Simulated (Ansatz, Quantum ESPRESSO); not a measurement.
**Lattice dynamics of RbCaH3 (Pm-3m) in two programs**

How does RbCaH3 (Pm-3m) vibrate, and is this structure a minimum?

Calculated with Quantum ESPRESSO 7.5; DFT LDA, scalar-relativistic, plane waves, GBRV ultrasoft pseudopotentials.

## (1) Set-up

Symmetry: Pm-3m, No. 221, cubic system. Conventional cell: a = 4.547 Å, b = 4.547 Å, c = 4.547 Å, α = 90.00°, β = 90.00°, γ = 90.00°. Nearest to Rb lie 12 H at 3.22 Å. Nearest to Ca lie 6 H at 2.27 Å. H has 2 Ca at 2.27 Å and 8 H at 3.22 Å and 4 Rb at 3.22 Å nearest. Farther neighbours are not listed.

Structure file:

```cif
data_structure
_symmetry_space_group_name_H-M 'P 1'
_symmetry_Int_Tables_number 1
_cell_length_a 4.5470
_cell_length_b 4.5470
_cell_length_c 4.5470
_cell_angle_alpha 90.000
_cell_angle_beta 90.000
_cell_angle_gamma 90.000
_cell_volume 94.01
loop_
_atom_site_label
_atom_site_type_symbol
_atom_site_fract_x
_atom_site_fract_y
_atom_site_fract_z
_atom_site_occupancy
Rb1 Rb 0.00000 0.00000 0.00000 1
Ca2 Ca 0.50000 0.50000 0.50000 1
H3 H 0.00000 0.50000 0.50000 1
H4 H 0.50000 0.00000 0.50000 1
H5 H 0.50000 0.50000 0.00000 1
```

## (2) A first look

A cheap run with smearing and empty bands tells whether the crystal has a gap, which decides between fixed occupations and smearing later on.

Contents of probe.in:

```
 &control
    calculation='scf',
    prefix='x',
    outdir='./tmp',
    pseudo_dir='./pseudo',
    tprnfor=.true.,
    tstress=.true.,
    verbosity='high',
 /
 &system
    ibrav=1,
    celldm(1)=8.59258469,
    nat=5,
    ntyp=3,
    ecutwfc=40.0,
    ecutrho=240.0,
    occupations='smearing',
    smearing='gaussian',
    degauss=0.01,
 /
 &electrons
    conv_thr=1.0d-07,
    mixing_beta=0.7,
    electron_maxstep=100,
 /
ATOMIC_SPECIES
 Rb     85.4678  Rb.upf
 Ca     40.0780  Ca.upf
 H       1.0080  H.upf
ATOMIC_POSITIONS crystal
 Rb     0.000000000   0.000000000   0.000000000
 Ca     0.500000000   0.500000000   0.500000000
 H      0.000000000   0.500000000   0.500000000
 H      0.500000000   0.000000000   0.500000000
 H      0.500000000   0.500000000   0.000000000
K_POINTS automatic
 4 4 4 0 0 0
```

Run with:

```sh
OMP_NUM_THREADS=1 mpirun -n 4 pw.x -nk 4 -in probe.in > probe.out
```

Log:

```text
[banners, grids, parts of the stress and lines that vanish by symmetry left out]
Program PWSCF v.7.5
     bravais-lattice index     =            1
     lattice parameter (alat)  =       8.5926  a.u.
[...]
kinetic-energy cutoff     =      40.0000  Ry
     charge density cutoff     =     240.0000  Ry
     scf convergence threshold =      1.0E-07
[...]
Exchange-correlation=  SLA  PZ   NOGX NOGC
                           (   1   1   0   0   0   0   0)
[...]
48 Sym. Ops., with inversion, found
[...]
(     0          1          0      )
                  (     0          0          1      )
[...]
(  0.0000000  1.0000000  0.0000000 )
                  (  0.0000000  0.0000000  1.0000000 )
[...]
(     0         -1          0      )
                  (     0          0          1      )
[...]
( -1.0000000  0.0000000  0.0000000 )
                  (  0.0000000  1.0000000  0.0000000 )
[...]
number of k points=    10  Gaussian smearing, width (Ry)=  0.0100
[...]
End of self-consistent calculation
[...]
the Fermi energy is     3.0083 ev
!    total energy              =    -131.76857561 Ry
[...]
convergence has been achieved in   6 iterations
[...]
atom    1 type  1   force =     0.00000000    0.00000000    0.00000000
     atom    2 type  2   force =     0.00000000    0.00000000    0.00000000
     atom    3 type  3   force =     0.00000000    0.00000000    0.00000000
     atom    4 type  3   force =     0.00000000    0.00000000    0.00000000
     atom    5 type  3   force =     0.00000000    0.00000000    0.00000000
[...]
Total force =     0.000000     Total SCF correction =     0.000000
[...]
total   stress  (Ry/bohr**3)                   (kbar)     P=      -24.34
[...]
XML data file, charge density, pseudopotentials, collected wavefunctions

   JOB DONE.
```

Run time: 3 s. Hardware: 4 MPI ranks of Arm Neoverse V2, shared host.

This step gave:

| Item | Value |
| --- | --- |
| volume per atom | 18.80 Å³ |
| pressure | -2.434 GPa |
| gap on the k-mesh | 2.932 eV |

A gap of 2.9 eV opens on this mesh, so the crystal is taken as an insulator; the start stands at -2.4 GPa.

## (3) Relaxation

The harmonic expansion starts where the forces on the atoms vanish, and stress shifts the frequencies, so cell and atoms are relaxed with tight thresholds.

Contents of relax.in:

```
 &control
    calculation='vc-relax',
    prefix='x',
    outdir='./tmp',
    pseudo_dir='./pseudo',
    tprnfor=.true.,
    tstress=.true.,
    forc_conv_thr=2.0d-05,
    etot_conv_thr=1.0d-07,
    nstep=40,
 /
 &system
    ibrav=1,
    celldm(1)=8.59258469,
    nat=5,
    ntyp=3,
    ecutwfc=40.0,
    ecutrho=240.0,
    occupations='fixed',
    nbnd=13,
 /
 &electrons
    conv_thr=1.0d-11,
    mixing_beta=0.7,
    electron_maxstep=100,
 /
 &ions
 /
 &cell
    press_conv_thr=0.1,
 /
ATOMIC_SPECIES
 Rb     85.4678  Rb.upf
 Ca     40.0780  Ca.upf
 H       1.0080  H.upf
ATOMIC_POSITIONS crystal
 Rb     0.000000000   0.000000000   0.000000000
 Ca     0.500000000   0.500000000   0.500000000
 H      0.000000000   0.500000000   0.500000000
 H      0.500000000   0.000000000   0.500000000
 H      0.500000000   0.500000000   0.000000000
K_POINTS automatic
 4 4 4 0 0 0
```

Run with:

```sh
OMP_NUM_THREADS=1 mpirun -n 4 pw.x -nk 4 -in relax.in > relax.out
```

Log:

```text
[banners, grids, parts of the stress and lines that vanish by symmetry left out]
[banner, memory and clock lines left out]
Program PWSCF v.7.5

[...]
kinetic-energy cutoff     =      40.0000  Ry
     charge density cutoff     =     240.0000  Ry
     scf convergence threshold =      1.0E-11
[...]
energy convergence thresh.=      1.0E-07
     force convergence thresh. =      2.0E-05
     press convergence thresh. =      1.0E-01
     Exchange-correlation=  SLA  PZ   NOGX NOGC
                           (   1   1   0   0   0   0   0)
[...]
48 Sym. Ops., with inversion, found
[...]
number of k points=    10
[...]
End of self-consistent calculation
[...]
highest occupied, lowest unoccupied level (ev):     1.8871    4.8185
!    total energy              =    -131.76857562 Ry
[...]
convergence has been achieved in   9 iterations
[...]
atom    1 type  1   force =     0.00000000    0.00000000    0.00000000
     atom    2 type  2   force =     0.00000000    0.00000000    0.00000000
     atom    3 type  3   force =     0.00000000    0.00000000    0.00000000
     atom    4 type  3   force =     0.00000000    0.00000000    0.00000000
     atom    5 type  3   force =     0.00000000    0.00000000    0.00000000
     Total force =     0.000000     Total SCF correction =     0.000000
[...]
total   stress  (Ry/bohr**3)                   (kbar)     P=      -24.21
[...]
number of bfgs steps    =   0
[...]
CELL_PARAMETERS (alat=  8.59258469)
[...]
ATOMIC_POSITIONS (crystal)
Rb               0.0000000000        0.0000000000        0.0000000000
Ca               0.5000000000        0.5000000000        0.5000000000
H                0.0000000000        0.5000000000        0.5000000000
H                0.5000000000        0.0000000000        0.5000000000
[...]
New effective cutoffs (rho, wfc):  240.45   40.30
[...]
End of self-consistent calculation
[...]
highest occupied, lowest unoccupied level (ev):     1.9773    4.8986
!    total energy              =    -131.76979416 Ry
[...]
convergence has been achieved in   5 iterations
[...]
atom    1 type  1   force =     0.00000000    0.00000000    0.00000000
     atom    2 type  2   force =     0.00000000    0.00000000    0.00000000
     atom    3 type  3   force =     0.00000000    0.00000000    0.00000000
     atom    4 type  3   force =     0.00000000    0.00000000    0.00000000
     atom    5 type  3   force =     0.00000000    0.00000000    0.00000000
     Total force =     0.000000     Total SCF correction =     0.000000
[...]
total   stress  (Ry/bohr**3)                   (kbar)     P=      -21.74
[...]
number of bfgs steps    =   1
[...]
WARNING: bfgs curvature condition failed, Theta= 0.898
[...]
CELL_PARAMETERS (alat=  8.59258469)
[...]
ATOMIC_POSITIONS (crystal)
[...]
New effective cutoffs (rho, wfc):  243.46   40.80
[...]
End of self-consistent calculation
[...]
highest occupied, lowest unoccupied level (ev):     2.1164    5.0210
!    total energy              =    -131.77134314 Ry
[...]
convergence has been achieved in   7 iterations
[...]
atom    1 type  1   force =     0.00000000    0.00000000    0.00000000
     atom    2 type  2   force =     0.00000000    0.00000000    0.00000000
     atom    3 type  3   force =     0.00000000    0.00000000    0.00000000
[...]
Total force =     0.000000     Total SCF correction =     0.000000
[...]
total   stress  (Ry/bohr**3)                   (kbar)     P=      -11.15
[...]
number of bfgs steps    =   3
[...]
CELL_PARAMETERS (alat=  8.59258469)
[...]
ATOMIC_POSITIONS (crystal)
[...]
New effective cutoffs (rho, wfc):  255.26   42.78
[...]
End of self-consistent calculation
[...]
highest occupied, lowest unoccupied level (ev):     2.6805    5.5065
!    total energy              =    -131.77395336 Ry
[...]
convergence has been achieved in   8 iterations
[...]
Total force =     0.000000     Total SCF correction =     0.000000
[...]
total   stress  (Ry/bohr**3)                   (kbar)     P=        0.38
[...]
number of bfgs steps    =   4
[...]
CELL_PARAMETERS (alat=  8.59258469)
[...]
ATOMIC_POSITIONS (crystal)
[...]
New effective cutoffs (rho, wfc):  255.02   42.74
[...]
End of self-consistent calculation
[...]
highest occupied, lowest unoccupied level (ev):     2.6690    5.4968
!    total energy              =    -131.77395433 Ry
[...]
convergence has been achieved in   5 iterations
[...]
Total force =     0.000000     Total SCF correction =     0.000000
[...]
total   stress  (Ry/bohr**3)                   (kbar)     P=       -0.02
[...]
number of bfgs steps    =   5
[...]
CELL_PARAMETERS (alat=  8.59258469)
[...]
ATOMIC_POSITIONS (crystal)
[...]
New effective cutoffs (rho, wfc):  255.04   42.74
[...]
End of self-consistent calculation
[...]
highest occupied, lowest unoccupied level (ev):     2.6696    5.4973
!    total energy              =    -131.77395433 Ry
[...]
convergence has been achieved in   4 iterations
[...]
atom    3 type  3   force =     0.00000000    0.00000000    0.00000000
     atom    4 type  3   force =     0.00000000    0.00000000    0.00000000
     atom    5 type  3   force =     0.00000000    0.00000000    0.00000000
     Total force =     0.000000     Total SCF correction =     0.000000
[...]
total   stress  (Ry/bohr**3)                   (kbar)     P=       -0.00
[...]
bfgs converged in   7 scf cycles and   6 bfgs steps
[...]
End of BFGS Geometry Optimization
     Final enthalpy           =    -131.7739543315 Ry
     File ./tmp/x.bfgs deleted, as requested
[...]
CELL_PARAMETERS (alat=  8.59258469)
[...]
ATOMIC_POSITIONS (crystal)
[...]
H                0.5000000000        0.0000000000        0.5000000000
H                0.5000000000        0.5000000000        0.0000000000
[...]
Final scf calculation at the relaxed structure.
[...]
kinetic-energy cutoff     =      40.0000  Ry
     charge density cutoff     =     240.0000  Ry
     scf convergence threshold =      1.0E-13
[...]
press convergence thresh. =      1.0E-01
     Exchange-correlation=  SLA  PZ   NOGX NOGC
                           (   1   1   0   0   0   0   0)
[...]
48 Sym. Ops., with inversion, found
[...]
number of k points=    10
[...]
End of self-consistent calculation
[...]
highest occupied, lowest unoccupied level (ev):     2.6696    5.4973
!    total energy              =    -131.77393076 Ry
[...]
convergence has been achieved in  11 iterations
[...]
atom    1 type  1   force =     0.00000000    0.00000000    0.00000000
     atom    2 type  2   force =     0.00000000    0.00000000    0.00000000
     atom    3 type  3   force =     0.00000000    0.00000000    0.00000000
     atom    4 type  3   force =     0.00000000    0.00000000    0.00000000
     atom    5 type  3   force =     0.00000000    0.00000000    0.00000000
     Total force =     0.000000     Total SCF correction =     0.000000
[...]
total   stress  (Ry/bohr**3)                   (kbar)     P=        0.04
[...]
XML data file, charge density, pseudopotentials, collected wavefunctions
```

Wall time 18 s (4 MPI ranks).

The steps of the relaxation:

| step | energy less that of the first step (eV) | largest force (eV/Å) | pressure (GPa) | volume (Å³) |
| --- | --- | --- | --- | --- |
| 1 | 0.0000 | 0.0000 | -2.42 | 94.01 |
| 2 | -0.0166 | 0.0000 | -2.17 | 92.85 |
| 3 | -0.0377 | 0.0000 | -1.78 | 91.14 |
| 4 | -0.0605 | 0.0000 | -1.11 | 88.61 |
| 5 | -0.0732 | 0.0000 | 0.04 | 84.89 |
| 6 | -0.0732 | 0.0000 | 0.00 | 85.01 |
| 7 | -0.0732 | 0.0000 | 0.00 | 85.01 |
| 8 | -0.0729 | 0.0000 | 0.00 | 85.01 |

| conventional cell, symmetrised | before | after | change |
| --- | --- | --- | --- |
| a (Å) | 4.547 | 4.397 | -3.3 % |
| b (Å) | 4.547 | 4.397 | -3.3 % |
| c (Å) | 4.547 | 4.397 | -3.3 % |
| volume (Å³/atom) | 18.80 | 17.00 | -9.6 % |

Final coordinates:

```
CELL_PARAMETERS angstrom
4.39692 0.00000 0.00000
0.00000 4.39692 0.00000
0.00000 0.00000 4.39692
ATOMIC_POSITIONS crystal
Rb 0.00000 0.00000 0.00000
Ca 0.50000 0.50000 0.50000
H 0.00000 0.50000 0.50000
H 0.50000 0.00000 0.50000
H 0.50000 0.50000 0.00000
```

The last row of the table of steps is pw.x's closing run on a basis chosen anew for the final cell, so its energy can jump.

Numbers from this step:

```yaml
volume_per_atom: 17.00 Å³
pressure: 0.004 GPa
gap_on_the_k_mesh: 2.828 eV
```

The volume changes by -9.6 % from the cell with which this run began.

## (4) Self-consistent run for the response

The response is built on this ground state, so it is converged far tighter than an energy would need. With a gap, occupations are fixed, which also allows the response to an electric field.

Contents of scf.in:

```
 &control
    calculation='scf',
    prefix='x',
    outdir='./tmp',
    pseudo_dir='./pseudo',
    tprnfor=.true.,
    tstress=.true.,
 /
 &system
    ibrav=1,
    celldm(1)=8.30896999,
    nat=5,
    ntyp=3,
    ecutwfc=40.0,
    ecutrho=240.0,
    occupations='fixed',
    nbnd=13,
 /
 &electrons
    conv_thr=1.0d-12,
    mixing_beta=0.7,
    electron_maxstep=100,
 /
ATOMIC_SPECIES
 Rb     85.4678  Rb.upf
 Ca     40.0780  Ca.upf
 H       1.0080  H.upf
ATOMIC_POSITIONS crystal
 Rb     0.000000000   0.000000000   0.000000000
 Ca     0.500000000   0.500000000   0.500000000
 H      0.000000000   0.500000000   0.500000000
 H      0.500000000   0.000000000   0.500000000
 H      0.500000000   0.500000000   0.000000000
K_POINTS automatic
 4 4 4 0 0 0
```

Run with:

```sh
OMP_NUM_THREADS=1 mpirun -n 4 pw.x -nk 4 -in scf.in > scf.out
```

Log:

```text
[banners, grids, parts of the stress and lines that vanish by symmetry left out]
[banner, memory and clock lines left out]
Program PWSCF v.7.5

[...]
kinetic-energy cutoff     =      40.0000  Ry
     charge density cutoff     =     240.0000  Ry
     scf convergence threshold =      1.0E-12
[...]
Exchange-correlation=  SLA  PZ   NOGX NOGC
                           (   1   1   0   0   0   0   0)
[...]
48 Sym. Ops., with inversion, found
[...]
number of k points=    10
[...]
End of self-consistent calculation
[...]
highest occupied, lowest unoccupied level (ev):     2.6696    5.4973
!    total energy              =    -131.77393076 Ry
[...]
convergence has been achieved in  10 iterations
[...]
atom    1 type  1   force =     0.00000000    0.00000000    0.00000000
     atom    2 type  2   force =     0.00000000    0.00000000    0.00000000
     atom    3 type  3   force =     0.00000000    0.00000000    0.00000000
     atom    4 type  3   force =     0.00000000    0.00000000    0.00000000
     atom    5 type  3   force =     0.00000000    0.00000000    0.00000000
     Total force =     0.000000     Total SCF correction =     0.000000
[...]
total   stress  (Ry/bohr**3)                   (kbar)     P=        0.04
[...]
XML data file, charge density, pseudopotentials, collected wavefunctions
```

Elapsed: 3.4 s, on 4 MPI ranks; 13 s of CPU time.

The cell stands at 0.004 GPa, close enough for phonons.

[end of part 1 of 4]

[Host names and launcher messages were left out of these logs when they were recorded.]

[Logs are printed without paths, hosts, clocks, repeated set-up lines and the standing remarks that a program may print on its own settings, such as how far it seeks lower states.]

[Hosts, paths, dates, database ids (printed as entryN), source tags and the programs' standing remarks are cut or masked in the printed files.]
